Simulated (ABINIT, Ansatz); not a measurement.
## Quasiparticle gap of K2TaNbO6 (P4/mmm) in ABINIT

Aim: the G0W0 gap of K2TaNbO6 (P4/mmm) on LDA, step by step.

Program: ABINIT 10.8.3. Level of theory: LDA and many-body steps on it, plane waves. Results are calculated unless marked as measured.

## 1. The structure

It takes space group P4/mmm (No. 123, tetragonal). The conventional cell has a = 4.052 Å, b = 4.052 Å, c = 8.100 Å, α = 90.00°, β = 90.00°, γ = 90.00°. Nearest to K lie 12 O at 2.86 to 2.87 Å. Nearest to Ta lie 6 O at 2.01 to 2.03 Å. Nb has 6 O at 2.03 to 2.04 Å nearest. Nearest to O lie 1 Ta at 2.01 Å and 1 Nb at 2.04 Å and 4 K at 2.86 Å. Nearest to O lie 2 Ta at 2.03 Å and 4 K at 2.87 Å. Nearest to O lie 2 Nb at 2.03 Å and 4 K at 2.86 Å. Farther neighbours and most contacts between anions are not listed.

The cell and positions are those that the Materials Project relaxed with its own functionals (PBE, PBE+U or r2SCAN), kept fixed. Spin-orbit coupling is left out unless a step names it.

## 2. Ground state

This step: ABINIT 10.8.3; DFT, LDA, plane waves, norm-conserving pseudopotentials.

The ground-state density comes first.

The input, run.abi:

```
acell 3*1.0 Angstrom
rprim 
  4.051501000000 0.000000000000 0.000000000000
  0.000000000000 4.051501000000 0.000000000000
  0.000000000000 0.000000000000 8.099891000000
ntypat 4
znucl 19 73 41 8
natom 10
typat 1 1 2 3 4 4 4 4 4 4
xred 
  0.500000000000 0.500000000000 0.251188000000
  0.500000000000 0.500000000000 0.748812000000
  0.000000000000 0.000000000000 0.000000000000
  0.000000000000 0.000000000000 0.500000000000
  0.000000000000 0.000000000000 0.247978000000
  0.000000000000 0.000000000000 0.752022000000
  0.000000000000 0.500000000000 0.000000000000
  0.500000000000 0.000000000000 0.000000000000
  0.000000000000 0.500000000000 0.500000000000
  0.500000000000 0.000000000000 0.500000000000
pp_dirpath "pseudos"
pseudos "K.upf, Ta.upf, Nb.upf, O.upf"
ecut 37
ngkpt 6 6 4
nshiftk 1
shiftk 0 0 0
kptopt 1
chksymbreak 0
nband 49
occopt 1
tolvrs 1e-10
nstep 60
prtwf 0
optforces 0
optstress 0
indata_prefix "in"
outdata_prefix "out"
tmpdata_prefix "tmp"
```

The run is started by

```console
OMP_NUM_THREADS=1 mpirun -n 4 abinit run.abi > log
```

Numbers of over 12 decimals in the logs are rounded to 6 here.

Output:

```text
.Version 10.8.3 of ABINIT. v10.8.2 released Aug 2026.

 Symmetries : space group P4/m m m (#123); Bravais tP (primitive tetrag.)
================================================================================
 Values of the parameters that define the memory need of the present run
     intxc =       0    ionmov =       0      iscf =       7    lmnmax =       8
     lnmax =       8     mgfft =      90  mpssoang =       4    mqgrid =    4192
     natom =      10  nloc_mem =       1    nspden =       1   nspinor =       1
    nsppol =       1      nsym =      16    n1xccc =    2501    ntypat =       4
    occopt =       1   xclevel =       1
-    mband =          49        mffmem =           1         mkmem =           8
       mpw =        9682          nfft =      182250          nkpt =          30
================================================================================
  Rough estimation (10% accuracy) of disk space for files :
================================================================================

--------------------------------------------------------------------------------
------------- Echo of variables that govern the present computation ------------
--------------------------------------------------------------------------------
 -outvars: echo values of preprocessed input variables --------
            acell      1.8897261259E+00  1.8897261259E+00  1.8897261259E+00 Bohr

      chksymbreak           0
             ecut      3.70000000E+01 Hartree
-          fftalg         312

              ixc       -1012
              kpt      0.00000000E+00  0.00000000E+00  0.00000000E+00
                       1.66666667E-01  0.00000000E+00  0.00000000E+00
                       3.33333333E-01  0.00000000E+00  0.00000000E+00
                       5.00000000E-01  0.00000000E+00  0.00000000E+00
                       1.66666667E-01  1.66666667E-01  0.00000000E+00
                       3.33333333E-01  1.66666667E-01  0.00000000E+00
                       5.00000000E-01  1.66666667E-01  0.00000000E+00
                       3.33333333E-01  3.33333333E-01  0.00000000E+00
                       5.00000000E-01  3.33333333E-01  0.00000000E+00
   [... 19 further rows ...]
                       5.00000000E-01  3.33333333E-01  5.00000000E-01
                       5.00000000E-01  5.00000000E-01  5.00000000E-01
         kptrlatt        6    0    0      0    6    0      0    0    4
          kptrlen      4.59373637E+01
P           mkmem           8
            natom          10
            nband          49
            ngfft          45      45      90
             nkpt          30
            nstep          60
             nsym          16
           ntypat           4
              occ      2.000000  2.000000  2.000000  2.000000  2.000000  2.000000
                       2.000000  2.000000  2.000000  2.000000  2.000000  2.000000
                       2.000000  2.000000  2.000000  2.000000  2.000000  2.000000
                       2.000000  2.000000  2.000000  2.000000  2.000000  2.000000
                       2.000000  2.000000  2.000000  2.000000  2.000000  2.000000
                       2.000000  2.000000  2.000000  2.000000  2.000000  2.000000
                       2.000000  2.000000  2.000000  2.000000  0.000000  0.000000
                       0.000000  0.000000  0.000000  0.000000  0.000000  0.000000
                       0.000000
        optforces           0
        optstress           0
            prtwf           0
            rprim      4.0515010000E+00  0.0000000000E+00  0.0000000000E+00
[...]
spgroup         123

           tolvrs      1.00000000E-10

             xred      5.0000000000E-01  5.0000000000E-01  2.5118800000E-01
[...]
znucl       19.00000   73.00000   41.00000    8.00000

================================================================================

 chkinp: Checking input parameters for consistency.

================================================================================
== DATASET  1 ==================================================================
-   mpi_nproc: 4, omp_nthreads: 1 (-1 if OMP is not activated)

--- !DatasetInfo
iteration_state: {dtset: 1, }
dimensions: {natom: 10, nkpt: 30, mband: 49, nsppol: 1, nspinor: 1, nspden: 1, mpw: 9682, }
cutoff_energies: {ecut:  37.0, pawecutdg:  -1.0, }
electrons: {nelect:   8.00000000E+01, charge:   0.00000000E+00, occopt:   1.00000000E+00, tsmear:   1.00000000E-02, }

 Real(R)+Recip(G) space primitive vectors, cartesian coordinates (Bohr,Bohr^-1):
 R(1)=  7.6562273  0.0000000  0.0000000  G(1)=  0.1306126  0.0000000  0.0000000
 R(2)=  0.0000000  7.6562273  0.0000000  G(2)=  0.0000000  0.1306126  0.0000000
 R(3)=  0.0000000  0.0000000 15.3065756  G(3)=  0.0000000  0.0000000  0.0653314
 Unit cell volume ucvol=  8.9723804E+02 bohr^3
 Angles (23,13,12)=  9.00000000E+01  9.00000000E+01  9.00000000E+01 degrees

 getcut: wavevector=  0.0000  0.0000  0.0000  ngfft=  45  45  90
         ecut(hartree)=     37.000   => boxcut(ratio)=   2.09880

--- Pseudopotential description ------------------------------------------------
- K Generated using ONCVPSP code by D. R. Hamann
- 19.00000   9.00000  180309                  znucl, zion, pspdat
12 -1012 2 -1 2170                            pspcod,pspxc,lmax,lloc,mmax
     nproj     2     2     2     0
[...]
7.30868187E+03                                ecore*ucvol(ha*bohr**3)
--------------------------------------------------------------------------------

_setup2: Arith. and geom. avg. npw (full set) are    9645.549    9645.532

================================================================================

--- !BeginCycle
iteration_state: {dtset: 1, }
solver: {iscf: 7, nstep: 60, nline: 4, wfoptalg: 0, }
tolerances: {tolvrs: 1.00E-10, }

     iter   Etot(hartree)      deltaE(h)  residm     vres2
 ETOT  1  -285.61636700888    -2.856E+02 1.066E-01 4.329E+03
 ETOT  2  -281.55103819028     4.065E+00 5.015E-02 1.758E+04
 ETOT  3  -286.77856107808    -5.228E+00 2.524E-02 6.232E+02
 ETOT  4  -286.84799994871    -6.944E-02 8.626E-03 3.454E+02
 ETOT  5  -286.86319107739    -1.519E-02 2.390E-03 2.229E+02
 ETOT  6  -286.90399261754    -4.080E-02 7.208E-03 1.267E+01
 ETOT  7  -286.90691664990    -2.924E-03 2.785E-03 8.803E-01
 ETOT  8  -286.90702091812    -1.043E-04 1.652E-03 1.455E-01
 ETOT  9  -286.90704476077    -2.384E-05 1.484E-03 3.935E-03
 ETOT 10  -286.90704542129    -6.605E-07 1.505E-03 2.688E-03
 ETOT 11  -286.90704552117    -9.988E-08 1.641E-03 1.574E-04
 ETOT 12  -286.90704552612    -4.947E-09 1.260E-03 7.146E-06
 ETOT 13  -286.90704552634    -2.155E-10 1.040E-03 2.842E-07
 ETOT 14  -286.90704552634    -8.527E-12 6.542E-04 1.531E-08
 ETOT 15  -286.90704552636    -1.990E-11 4.890E-04 1.874E-10
 ETOT 16  -286.90704552636     5.116E-12 3.381E-04 1.822E-11

 At SCF step   16       vres2   =  1.82E-11 < tolvrs=  1.00E-10 =>converged.

--- !ResultsGS
iteration_state: {dtset: 1, }
comment   : Summary of ground state results
lattice_vectors:
- [  7.6562273,   0.0000000,   0.0000000, ]
- [  0.0000000,   7.6562273,   0.0000000, ]
- [  0.0000000,   0.0000000,  15.3065756, ]
lattice_lengths: [   7.65623,    7.65623,   15.30658, ]
lattice_angles: [ 90.000,  90.000,  90.000, ] # degrees, (23, 13, 12)
lattice_volume:   8.9723804E+02
convergence: {deltae:  5.116E-12, res2:  1.822E-11, residm:  3.381E-04, diffor:  0.000E+00, }
etotal    :  -2.86907046E+02
entropy   :   0.00000000E+00
fermie    :   1.83010173E-01
cartesian_stress_tensor: null
pressure_GPa: null
xred      :
- [  5.0000E-01,   5.0000E-01,   2.5119E-01,  K]
- [  5.0000E-01,   5.0000E-01,   7.4881E-01,  K]
- [  0.0000E+00,   0.0000E+00,   0.0000E+00, Ta]
- [  0.0000E+00,   0.0000E+00,   5.0000E-01, Nb]
- [  0.0000E+00,   0.0000E+00,   2.4798E-01,  O]
- [  0.0000E+00,   0.0000E+00,   7.5202E-01,  O]
- [  0.0000E+00,   5.0000E-01,   0.0000E+00,  O]
- [  5.0000E-01,   0.0000E+00,   0.0000E+00,  O]
- [  0.0000E+00,   5.0000E-01,   5.0000E-01,  O]
- [  5.0000E-01,   0.0000E+00,   5.0000E-01,  O]
cartesian_forces: null
force_length_stats: {min: null, max: null, mean: null, }

 Integrated electronic density in atomic spheres:
 ------------------------------------------------
 Atom  Sphere_radius  Integrated_density
[...]
================================================================================

 ----iterations are completed or convergence reached----

 Mean square residual over all n,k,spin=   12.325E-07; max=  33.813E-05
 reduced coordinates (array xred) for   10 atoms
[...]
0.000000000000      0.000000000000      0.752022000000
       0.000000000000      0.500000000000      0.000000000000
       0.500000000000      0.000000000000      0.000000000000
       0.000000000000      0.500000000000      0.500000000000
       0.500000000000      0.000000000000      0.500000000000
 rms dE/dt=  0.0000E+00; max dE/dt=  0.0000E+00; dE/dt below (all hartree)
    1       0.000000000000      0.000000000000      0.000000000000
    2       0.000000000000      0.000000000000      0.000000000000
    3       0.000000000000      0.000000000000      0.000000000000
    4       0.000000000000      0.000000000000      0.000000000000
    5       0.000000000000      0.000000000000      0.000000000000
    6       0.000000000000      0.000000000000      0.000000000000
    7       0.000000000000      0.000000000000      0.000000000000
    8       0.000000000000      0.000000000000      0.000000000000
    9       0.000000000000      0.000000000000      0.000000000000
   10       0.000000000000      0.000000000000      0.000000000000

 cartesian coordinates (angstrom) at end:
[...]
6      0.000000     0.000000     6.091296
    7      0.000000     2.025751     0.000000
    8      2.025751     0.000000     0.000000
    9      0.000000     2.025751     4.049945
   10      2.025751     0.000000     4.049945
 length scales=  1.889726125908  1.889726125908  1.889726125908 bohr
              =  1.000000000000  1.000000000000  1.000000000000 angstroms
 prteigrs : about to open file out_EIG
 Fermi (or HOMO) energy (hartree) =   0.18301   Average Vxc (hartree)=  -0.41869
 Eigenvalues (hartree) for nkpt=  30  k points:
 kpt#   1, nband= 49, wtk=  0.00694, kpt=  0.0000  0.0000  0.0000 (reduced coord)
  -2.30488   -1.83873   -1.07401   -1.07181   -1.07181   -0.96175   -0.96063   -0.96063
  -0.80912   -0.80824   -0.44125   -0.43522   -0.41892   -0.41770   -0.41538   -0.38758
  -0.21172   -0.21172   -0.21170   -0.21043   -0.21043   -0.20686   -0.00903    0.08965
   0.08965    0.09368    0.09368    0.09401    0.09813    0.09813    0.10475    0.12709
   0.14323    0.14323    0.14424    0.14880    0.14880    0.15654    0.15712    0.15712
   0.23137    0.24062    0.24062    0.25974    0.34194    0.34194    0.36475    0.38224
   0.40882
 prteigrs : prtvol=0 or 1, do not print more k-points.

--- !EnergyTerms
iteration_state     : {dtset: 1, }
comment             : Components of total free energy in Hartree
kinetic             :  1.21223626113194E+02
hartree             :  5.78774685320605E+01
xc                  : -6.47512644192331E+01
Ewald energy        : -2.04148736721583E+02
psp_core            :  8.14575570256955E+00
local_psp           : -2.10312145257051E+02
non_local_psp       :  5.05825052368458E+00
total_energy        : -2.86907045526359E+02
total_energy_eV     : -7.80713843251100E+03
band_energy         : -2.78851250059082E+01

== END DATASET(S) ==============================================================
================================================================================

 -outvars: echo values of variables after computation  --------
           etotal     -2.8690704553E+02
            nband          49
             nkpt          30
          spgroup         123
 [... the other variables as echoed above ...]

 Calculation completed.
```

Elapsed: 8.5 min, on 4 MPI ranks of Arm Neoverse N1, shared host; peak memory 0.62 GiB; 34 min of CPU time.

Numbers from this step:

| Item | Value |
| --- | --- |
| total energy | -7807.1384 eV |
| gap | 1.316 eV |
| k of the valence top | 0.5, 0.5, 0 |
| k of the conduction bottom | 0, 0, 0 |
| least direct gap | 1.783 eV |

The gap is indirect, with the least direct gap 0.47 eV higher.

(Part 1 of 3 ends here.)

[Paths, hosts, dates, memory and timing lines, banners, echoed tables and standing remarks are left out of the program output.]

[Logs are printed without paths, hosts, clocks, repeated set-up lines and the standing remarks that a program may print on its own settings, such as how far it seeks lower states.]

[Runs of the session that timed out or met a known fault of the program may be left out.]

[Hosts, paths, dates, database ids (printed as entryN), source tags and the programs' standing remarks are cut or masked in the printed files.]

[G0W0 gaps are taken among the corrected bands and points alone; a level outside them can change the order at an edge.]

[Where Ansatz stands beside ABINIT at settings called matched, ABINIT's density can come from a denser mesh and the files from another edition; pairs whose starting gaps differed by over 0.03 eV were left out, so agreement reads better than it is.]
